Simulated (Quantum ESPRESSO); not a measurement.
# Collinear magnetic orders of CrSiTe3 with Quantum ESPRESSO

A self-consistent run ends on one state, which hangs on the start. Several orders of CrSiTe3 are started in Quantum ESPRESSO and their energies compared.

Program: Quantum ESPRESSO 7.5. Level of theory: LDA; plane waves with GBRV 1.5 LDA potentials, no spin-orbit coupling. Results are calculated unless marked as measured.

**1. Starting point**

Symmetry: R-3, No. 148, trigonal system. Conventional cell: a = 6.831 Å, b = 6.831 Å, c = 21.773 Å, α = 90.00°, β = 90.00°, γ = 120.00°. Nearest to Cr lie 6 Te at 2.79 to 2.80 Å. Nearest to Si lie 1 Si at 2.27 Å and 3 Te at 2.53 Å. Nearest to Te lie 1 Si at 2.53 Å and 2 Cr at 2.79 to 2.80 Å. Farther neighbours and most contacts between anions are not listed.

The cell comes from Materials Project 2023-11-01, a database of computed structures, and need not be the stable phase.

**2. Start 1: ferro ++**

The signs are those of the starting moments on the seeded atoms, the atoms that are given a moment.

pw.in

```
&CONTROL
  calculation = 'scf'
  prefix = 'pwscf'
  outdir = './tmp'
  pseudo_dir = './pseudo'
  disk_io = 'nowf'
/
&SYSTEM
  ibrav = 0
  nat = 10
  ntyp = 3
  ecutwfc = 40
  ecutrho = 280
  nbnd = 52
  occupations = 'smearing'
  smearing = 'fd'
  degauss = 0.00367493
  nspin = 2
  starting_magnetization(1) = 0.2143
  starting_magnetization(2) = 0
  starting_magnetization(3) = 0
/
&ELECTRONS
  conv_thr = 2d-08
  electron_maxstep = 150
  mixing_beta = 0.3
/
ATOMIC_SPECIES
Cr     51.9961 cr_lda_v1.5.uspp.F.UPF
Si     28.0850 si_lda_v1.uspp.F.UPF
Te    127.6000 te_lda_v1.uspp.F.UPF
CELL_PARAMETERS angstrom
   3.4152614328    1.9718021076    7.2576780084
  -3.4152614328    1.9718021076    7.2576780084
   0.0000000000   -3.9436042152    7.2576780084
ATOMIC_POSITIONS crystal
Cr      0.6661873000    0.6661873000    0.6661873000
Cr      0.3338127000    0.3338127000    0.3338127000
Si      0.0522024200    0.0522024200    0.0522024200
Si      0.9477975800    0.9477975800    0.9477975800
Te      0.7211835100    0.0776504400    0.4397477900
Te      0.4397477900    0.7211835100    0.0776504400
Te      0.0776504400    0.4397477900    0.7211835100
Te      0.9223495600    0.5602522100    0.2788164900
Te      0.5602522100    0.2788164900    0.9223495600
Te      0.2788164900    0.9223495600    0.5602522100
K_POINTS automatic
4 4 4 0 0 0
```

The run is started by

```console
$ OMP_NUM_THREADS=1 mpirun -n 4 pw.x -nk 4 -in pw.in > pw.out
```

The log of the run:

```text
Program PWSCF v.7.5 starts

     Message from routine setup:
     using ibrav=0 with symmetry is DISCOURAGED, use correct ibrav instead

     K-points division:     npool     =       4
     Subspace diagonalization in iterative solution of the eigenvalue problem:

     G-vector sticks info
     --------------------
     sticks:   dense  smooth     PW     G-vecs:    dense   smooth      PW
     Sum        4089    2337    659               156649    67585   10313

     Using Slab Decomposition

     bravais-lattice index     =            0
     lattice parameter (alat)  =      15.6089  a.u.
     unit-cell volume          =    1978.9409 (a.u.)^3
     number of atoms/cell      =           10
     number of atomic types    =            3
     number of electrons       =        72.00
     number of Kohn-Sham states=           52
     kinetic-energy cutoff     =      40.0000  Ry
     charge density cutoff     =     280.0000  Ry
     scf convergence threshold =      2.0E-08
     mixing beta               =       0.3000
     number of iterations used =            8  plain     mixing
     Exchange-correlation= SLA  PZ   NOGX NOGC
                           (   1   1   0   0   0   0   0)

     celldm(1)=  15.608944  celldm(2)=   0.000000  celldm(3)=   0.000000
     celldm(4)=   0.000000  celldm(5)=   0.000000  celldm(6)=   0.000000

     crystal axes: (cart. coord. in units of alat)
               a(1) = (   0.413475   0.238720   0.878664 )
               a(2) = (  -0.413475   0.238720   0.878664 )
               a(3) = (   0.000000  -0.477440   0.878664 )

     reciprocal axes: (cart. coord. in units 2 pi/alat)
               b(1) = (  1.209263  0.698168  0.379364 )
               b(2) = ( -1.209263  0.698168  0.379364 )
               b(3) = (  0.000000 -1.396336  0.379364 )

     PseudoPot. # 1 for Cr read from file:
     cr_lda_v1.5.uspp.F.UPF
     Pseudo is Ultrasoft + core correction, Zval = 14.0
     Generated by new atomic code, or converted to UPF format
     Using radial grid of  857 points,  6 beta functions with:
                l(1) =   0
                l(2) =   0
                l(3) =   1
                l(4) =   1
                l(5) =   2
                l(6) =   2
     Q(r) pseudized with  8 coefficients,  rinner =    0.950   0.950   0.950
                                                       0.950   0.950

     PseudoPot. # 2 for Si read from file:
     si_lda_v1.uspp.F.UPF
     Pseudo is Ultrasoft + core correction, Zval =  4.0
     Generated by new atomic code, or converted to UPF format
     Using radial grid of  899 points,  6 beta functions with:
                l(1) =   0
                l(2) =   0
                l(3) =   1
                l(4) =   1
                l(5) =   2
                l(6) =   2
     Q(r) pseudized with  8 coefficients,  rinner =    0.900   0.900   0.900
                                                       0.900   0.900

     PseudoPot. # 3 for Te read from file:
     te_lda_v1.uspp.F.UPF
     Pseudo is Ultrasoft + core correction, Zval =  6.0
     Generated by new atomic code, or converted to UPF format
     Using radial grid of  891 points,  5 beta functions with:
                l(1) =   0
                l(2) =   0
                l(3) =   1
                l(4) =   1
                l(5) =   2
     Q(r) pseudized with  6 coefficients,  rinner =    1.800   1.800   1.800
                                                       1.800   1.800

     atomic species   valence    mass     pseudopotential
     Cr               14.00    51.99610     Cr( 1.00)
     Si                4.00    28.08500     Si( 1.00)
     Te                6.00   127.60000     Te( 1.00)

     Starting magnetic structure
     atomic species   magnetization
     Cr              0.214
     Si              0.000
     Te              0.000

      6 Sym. Ops., with inversion, found

   Cartesian axes

     site n.     atom                  positions (alat units)
         1        Cr     tau(   1) = (   0.0000000   0.0000000   1.7560653  )
         2        Cr     tau(   2) = (  -0.0000000   0.0000000   0.8799280  )
         3        Si     tau(   3) = (   0.0000000  -0.0000000   0.1376052  )
         4        Si     tau(   4) = (   0.0000000  -0.0000000   2.4983881  )
         5        Te     tau(   5) = (   0.2660849  -0.0192555   1.0882977  )
         6        Te     tau(   6) = (  -0.1163666   0.2400640   1.0882977  )
         7        Te     tau(   7) = (  -0.1497182  -0.2208085   1.0882977  )
         8        Te     tau(   8) = (   0.1497182   0.2208085   1.5476956  )
         9        Te     tau(   9) = (   0.1163666  -0.2400640   1.5476956  )
        10        Te     tau(  10) = (  -0.2660849   0.0192555   1.5476956  )

     number of k points=    14  Fermi-Dirac smearing, width (Ry)=  0.0037
                       cart. coord. in units 2pi/alat
        k(    1) = (   0.0000000   0.0000000   0.0000000), wk =   0.0156250
        k(    2) = (   0.0000000  -0.3490841   0.0948409), wk =   0.0937500
        k(    3) = (   0.0000000   0.6981682  -0.1896818), wk =   0.0468750
        k(    4) = (  -0.3023157  -0.1745421   0.1896818), wk =   0.0937500
        k(    5) = (  -0.3023157   0.8727103  -0.0948409), wk =   0.0937500
        [... 9 further k-points ...]

     Dense  grid:   156649 G-vectors     FFT dimensions: (  90,  90,  90)

     Smooth grid:    67585 G-vectors     FFT dimensions: (  64,  64,  64)

     Generating pointlists ...
     new r_m :   0.1395 (alat units)  2.1774 (a.u.) for type    1
     new r_m :   0.1135 (alat units)  1.7720 (a.u.) for type    2
     new r_m :   0.1261 (alat units)  1.9684 (a.u.) for type    3

     Initial potential from superposition of free atoms

     starting charge      69.9977, renormalised to      72.0000

     negative rho (up, down):  7.648E-04 4.928E-04
     Starting wfcs are   52 randomized atomic wfcs

     Self-consistent Calculation

     iteration #  1     ecut=    40.00 Ry     beta= 0.30
     Davidson diagonalization with overlap
     ethr =  1.00E-02,  avg # of iterations =  3.5

     negative rho (up, down):  1.837E-04 7.552E-04

     total energy              =    -528.71755755 Ry
     estimated scf accuracy    <       2.35208887 Ry

     total magnetization       =     5.85 Bohr mag/cell
     absolute magnetization    =     6.70 Bohr mag/cell

     iteration #  2     ecut=    40.00 Ry     beta= 0.30
     Davidson diagonalization with overlap
     ethr =  3.27E-03,  avg # of iterations =  2.5

     negative rho (up, down):  2.754E-04 8.608E-04

     total energy              =    -528.49214485 Ry
     estimated scf accuracy    <      11.37413023 Ry

     total magnetization       =     2.67 Bohr mag/cell
     absolute magnetization    =     2.98 Bohr mag/cell

     iteration #  3     ecut=    40.00 Ry     beta= 0.30
     Davidson diagonalization with overlap
     ethr =  3.27E-03,  avg # of iterations =  2.1

     negative rho (up, down):  0.000E+00 1.953E-03

     total energy              =    -529.47162618 Ry
     estimated scf accuracy    <       0.10114436 Ry

     total magnetization       =     6.00 Bohr mag/cell
     absolute magnetization    =     7.02 Bohr mag/cell

     [... further iterations left out ...]

     iteration # 10     ecut=    40.00 Ry     beta= 0.30
     Davidson diagonalization with overlap
     ethr =  3.56E-08,  avg # of iterations =  2.9

     negative rho (up, down):  0.000E+00 6.929E-03

     total energy              =    -529.49735939 Ry
     estimated scf accuracy    <       0.00000553 Ry

     total magnetization       =     6.00 Bohr mag/cell
     absolute magnetization    =     7.50 Bohr mag/cell

     iteration # 11     ecut=    40.00 Ry     beta= 0.30
     Davidson diagonalization with overlap
     ethr =  7.69E-09,  avg # of iterations =  2.7

     negative rho (up, down):  0.000E+00 6.937E-03

     total energy              =    -529.49736120 Ry
     estimated scf accuracy    <       0.00000083 Ry

     total magnetization       =     6.00 Bohr mag/cell
     absolute magnetization    =     7.51 Bohr mag/cell

     iteration # 12     ecut=    40.00 Ry     beta= 0.30
     Davidson diagonalization with overlap
     ethr =  1.15E-09,  avg # of iterations =  3.7

     negative rho (up, down):  0.000E+00 6.936E-03

     total energy              =    -529.49736144 Ry
     estimated scf accuracy    <       0.00000020 Ry

     total magnetization       =     6.00 Bohr mag/cell
     absolute magnetization    =     7.52 Bohr mag/cell

     iteration # 13     ecut=    40.00 Ry     beta= 0.30
     Davidson diagonalization with overlap
     ethr =  2.83E-10,  avg # of iterations =  2.5

     negative rho (up, down):  0.000E+00 6.936E-03

     Magnetic moment per site  (integrated on atomic sphere of radius R)
     atom   1 (R=0.139)  charge= 12.5567  magn=  3.0478
     atom   2 (R=0.139)  charge= 12.5567  magn=  3.0478
     atom   3 (R=0.114)  charge=  1.6310  magn=  0.0210
     atom   4 (R=0.114)  charge=  1.6310  magn=  0.0210
     atom   5 (R=0.126)  charge=  2.6908  magn= -0.0623
     atom   6 (R=0.126)  charge=  2.6908  magn= -0.0623
     atom   7 (R=0.126)  charge=  2.6908  magn= -0.0623
     atom   8 (R=0.126)  charge=  2.6908  magn= -0.0623
     atom   9 (R=0.126)  charge=  2.6908  magn= -0.0623
     atom  10 (R=0.126)  charge=  2.6908  magn= -0.0623

     End of self-consistent calculation

     [... lines left out ...]
     the Fermi energy is     5.7682 ev

!    total energy              =    -529.49736149 Ry
     estimated scf accuracy    <          6.8E-09 Ry
     smearing contrib. (-TS)   =      -0.00003916 Ry
     internal energy E=F+TS    =    -529.49732233 Ry

     The total energy is F=E-TS. E is the sum of the following terms:
     one-electron contribution =    -349.08785650 Ry
     hartree contribution      =     197.25652607 Ry
     xc contribution           =    -139.46659053 Ry
     ewald contribution        =    -238.19940137 Ry

     total magnetization       =     6.00 Bohr mag/cell
     absolute magnetization    =     7.52 Bohr mag/cell

     convergence has been achieved in  13 iterations

=------------------------------------------------------------------------------=
   JOB DONE.
=------------------------------------------------------------------------------=
```

The job ended after 1.9 min (4 MPI ranks of Arm Neoverse V1, shared host; peak memory 1.4 GiB; 7.4 min of CPU time).

Spin moment in the atom's sphere by atom:

| atom | spin moment in the atom's sphere (μB) |
| --- | --- |
| Cr1 | 3.05 |
| Cr2 | 3.05 |
| Si3 | 0.02 |
| Si4 | 0.02 |
| Te5 | -0.06 |
| Te6 | -0.06 |
| Te7 | -0.06 |
| Te8 | -0.06 |
| Te9 | -0.06 |
| Te10 | -0.06 |

This step gave:

| Property | Result |
| --- | --- |
| smearing term TS | 5.33e-4 eV |
| magnetization | 6 μB |
| absolute magnetization | 7.517 μB |
| final state | ferromagnetic |

**3. Run 2, typed as antiferro +−**

Edit pw.in of step 2 so:

```diff
@@ -10,6 +10,6 @@
   nat = 10
-  ntyp = 3
+  ntyp = 4
   ecutwfc = 40
   ecutrho = 280
-  nbnd = 52
+  nbnd = 49
   occupations = 'smearing'
@@ -19,4 +19,5 @@
   starting_magnetization(1) = 0.2143
-  starting_magnetization(2) = 0
+  starting_magnetization(2) = -0.2143
   starting_magnetization(3) = 0
+  starting_magnetization(4) = 0
 /
@@ -28,3 +29,4 @@
 ATOMIC_SPECIES
-Cr     51.9961 cr_lda_v1.5.uspp.F.UPF
+Cr1    51.9961 cr_lda_v1.5.uspp.F.UPF
+Cr2    51.9961 cr_lda_v1.5.uspp.F.UPF
 Si     28.0850 si_lda_v1.uspp.F.UPF
@@ -36,4 +38,4 @@
 ATOMIC_POSITIONS crystal
-Cr      0.6661873000    0.6661873000    0.6661873000
-Cr      0.3338127000    0.3338127000    0.3338127000
+Cr1     0.6661873000    0.6661873000    0.6661873000
+Cr2     0.3338127000    0.3338127000    0.3338127000
 Si      0.0522024200    0.0522024200    0.0522024200
```

The log of the run:

```text
[banner, memory and clock lines left out]
Program PWSCF v.7.5 starts

     Message from routine setup:
     using ibrav=0 with symmetry is DISCOURAGED, use correct ibrav instead

     bravais-lattice index     =            0
     lattice parameter (alat)  =      15.6089  a.u.
     unit-cell volume          =    1978.9409 (a.u.)^3
     number of atoms/cell      =           10
     number of atomic types    =            4
     number of electrons       =        72.00
     number of Kohn-Sham states=           49
     kinetic-energy cutoff     =      40.0000  Ry
     charge density cutoff     =     280.0000  Ry
     scf convergence threshold =      2.0E-08
     mixing beta               =       0.3000
     number of iterations used =            8  plain     mixing
     Exchange-correlation= SLA  PZ   NOGX NOGC
                           (   1   1   0   0   0   0   0)

     celldm(1)=  15.608944  celldm(2)=   0.000000  celldm(3)=   0.000000
     celldm(4)=   0.000000  celldm(5)=   0.000000  celldm(6)=   0.000000

     crystal axes: (cart. coord. in units of alat)
               a(1) = (   0.413475   0.238720   0.878664 )
               a(2) = (  -0.413475   0.238720   0.878664 )
               a(3) = (   0.000000  -0.477440   0.878664 )

     reciprocal axes: (cart. coord. in units 2 pi/alat)
               b(1) = (  1.209263  0.698168  0.379364 )
               b(2) = ( -1.209263  0.698168  0.379364 )
               b(3) = (  0.000000 -1.396336  0.379364 )

     PseudoPot. # 1 for Cr read from file:
     cr_lda_v1.5.uspp.F.UPF
     Pseudo is Ultrasoft + core correction, Zval = 14.0

     PseudoPot. # 2 for Cr read from file:
     cr_lda_v1.5.uspp.F.UPF
     Pseudo is Ultrasoft + core correction, Zval = 14.0

     PseudoPot. # 3 for Si read from file:
     si_lda_v1.uspp.F.UPF
     Pseudo is Ultrasoft + core correction, Zval =  4.0

     PseudoPot. # 4 for Te read from file:
     te_lda_v1.uspp.F.UPF
     Pseudo is Ultrasoft + core correction, Zval =  6.0

     atomic species   valence    mass     pseudopotential
     Cr1              14.00    51.99610     Cr( 1.00)
     Cr2              14.00    51.99610     Cr( 1.00)
     Si                4.00    28.08500     Si( 1.00)
     Te                6.00   127.60000     Te( 1.00)

     Starting magnetic structure
     atomic species   magnetization
     Cr1             0.214
     Cr2            -0.214
     Si              0.000
     Te              0.000

      3 Sym. Ops. (no inversion) found

   Cartesian axes

     site n.     atom                  positions (alat units)
         1        Cr1    tau(   1) = (   0.0000000   0.0000000   1.7560653  )
         2        Cr2    tau(   2) = (  -0.0000000   0.0000000   0.8799280  )
         3        Si     tau(   3) = (   0.0000000  -0.0000000   0.1376052  )
         4        Si     tau(   4) = (   0.0000000  -0.0000000   2.4983881  )
         5        Te     tau(   5) = (   0.2660849  -0.0192555   1.0882977  )
         6        Te     tau(   6) = (  -0.1163666   0.2400640   1.0882977  )
         7        Te     tau(   7) = (  -0.1497182  -0.2208085   1.0882977  )
         8        Te     tau(   8) = (   0.1497182   0.2208085   1.5476956  )
         9        Te     tau(   9) = (   0.1163666  -0.2400640   1.5476956  )
        10        Te     tau(  10) = (  -0.2660849   0.0192555   1.5476956  )

     number of k points=    14  Fermi-Dirac smearing, width (Ry)=  0.0037
                       cart. coord. in units 2pi/alat
        k(    1) = (   0.0000000   0.0000000   0.0000000), wk =   0.0156250
        k(    2) = (   0.0000000  -0.3490841   0.0948409), wk =   0.0937500
        k(    3) = (   0.0000000   0.6981682  -0.1896818), wk =   0.0468750
        k(    4) = (  -0.3023157  -0.1745421   0.1896818), wk =   0.0937500
        k(    5) = (  -0.3023157   0.8727103  -0.0948409), wk =   0.0937500
        [... 9 further k-points ...]

     Dense  grid:   156649 G-vectors     FFT dimensions: (  90,  90,  90)

     Smooth grid:    67585 G-vectors     FFT dimensions: (  64,  64,  64)

     Generating pointlists ...
     new r_m :   0.1395 (alat units)  2.1774 (a.u.) for type    1
     new r_m :   0.1395 (alat units)  2.1774 (a.u.) for type    2
     new r_m :   0.1135 (alat units)  1.7720 (a.u.) for type    3
     new r_m :   0.1261 (alat units)  1.9684 (a.u.) for type    4

     Initial potential from superposition of free atoms

     starting charge      69.9977, renormalised to      72.0000

     negative rho (up, down):  6.288E-04 6.288E-04
     Starting wfcs are   52 randomized atomic wfcs

     Self-consistent Calculation

     iteration #  1     ecut=    40.00 Ry     beta= 0.30
     Davidson diagonalization with overlap
     ethr =  1.00E-02,  avg # of iterations =  3.4

     negative rho (up, down):  4.675E-04 4.674E-04

     total energy              =    -528.71481127 Ry
     estimated scf accuracy    <       2.32604304 Ry

     total magnetization       =    -0.00 Bohr mag/cell
     absolute magnetization    =     6.59 Bohr mag/cell

     iteration #  2     ecut=    40.00 Ry     beta= 0.30
     Davidson diagonalization with overlap
     ethr =  3.23E-03,  avg # of iterations =  3.1

     negative rho (up, down):  5.658E-04 5.659E-04

     total energy              =    -528.59163401 Ry
     estimated scf accuracy    <      10.52078114 Ry

     total magnetization       =     0.01 Bohr mag/cell
     absolute magnetization    =     2.90 Bohr mag/cell

     [... further iterations left out ...]

     iteration # 14     ecut=    40.00 Ry     beta= 0.30
     Davidson diagonalization with overlap
     ethr =  1.69E-10,  avg # of iterations =  4.4

     negative rho (up, down):  3.342E-03 3.342E-03

     total energy              =    -529.49438706 Ry
     estimated scf accuracy    <       0.00000003 Ry

     total magnetization       =     0.00 Bohr mag/cell
     absolute magnetization    =     7.13 Bohr mag/cell

     iteration # 15     ecut=    40.00 Ry     beta= 0.30
     Davidson diagonalization with overlap
     ethr =  4.61E-11,  avg # of iterations =  2.0

     negative rho (up, down):  3.343E-03 3.343E-03

     Magnetic moment per site  (integrated on atomic sphere of radius R)
     atom   1 (R=0.139)  charge= 12.5532  magn=  2.9608
     atom   2 (R=0.139)  charge= 12.5532  magn= -2.9608
     atom   3 (R=0.114)  charge=  1.6314  magn= -0.0003
     atom   4 (R=0.114)  charge=  1.6314  magn=  0.0003
     atom   5 (R=0.126)  charge=  2.6902  magn= -0.0006
     atom   6 (R=0.126)  charge=  2.6902  magn= -0.0006
     atom   7 (R=0.126)  charge=  2.6902  magn= -0.0006
     atom   8 (R=0.126)  charge=  2.6902  magn=  0.0006
     atom   9 (R=0.126)  charge=  2.6902  magn=  0.0006
     atom  10 (R=0.126)  charge=  2.6902  magn=  0.0006

     End of self-consistent calculation

     [... lines left out ...]
     the Fermi energy is     5.8224 ev

!    total energy              =    -529.49438706 Ry
     estimated scf accuracy    <          5.9E-09 Ry
     smearing contrib. (-TS)   =      -0.00001293 Ry
     internal energy E=F+TS    =    -529.49437413 Ry

     The total energy is F=E-TS. E is the sum of the following terms:
     one-electron contribution =    -348.98460903 Ry
     hartree contribution      =     197.12847523 Ry
     xc contribution           =    -139.43883897 Ry
     ewald contribution        =    -238.19940137 Ry

     total magnetization       =     0.00 Bohr mag/cell
     absolute magnetization    =     7.13 Bohr mag/cell

     convergence has been achieved in  15 iterations
```

The job ended after 2.1 min (4 MPI ranks; peak memory 1.4 GiB).

Spin moment in the atom's sphere by atom:

| atom | spin moment in the atom's sphere (μB) |
| --- | --- |
| Cr1 | 2.96 |
| Cr2 | -2.96 |
| Si3 | 0.00 |
| Si4 | 0.00 |
| Te5 | 0.00 |
| Te6 | 0.00 |
| Te7 | 0.00 |
| Te8 | 0.00 |
| Te9 | 0.00 |
| Te10 | 0.00 |

Numbers from this step:

- smearing term TS: 1.76e-4 eV
- magnetization: 0 μB
- absolute magnetization: 7.133 μB
- final state: antiferromagnetic

(Continued in part 2 of 2.)

[Logs and program files are shortened in this print: banners, set-up blocks, solver, clock and traceback lines can be left out without a mark of their own.]

[Logs are printed without paths, hosts, clocks, repeated set-up lines and the standing remarks that a program may print on its own settings, such as how far it seeks lower states.]

[Hosts, paths, dates, database ids (printed as entryN), source tags and the programs' standing remarks are cut or masked in the printed files.]

[Where a cell is said to come from a database of computed structures, the database is the Materials Project.]
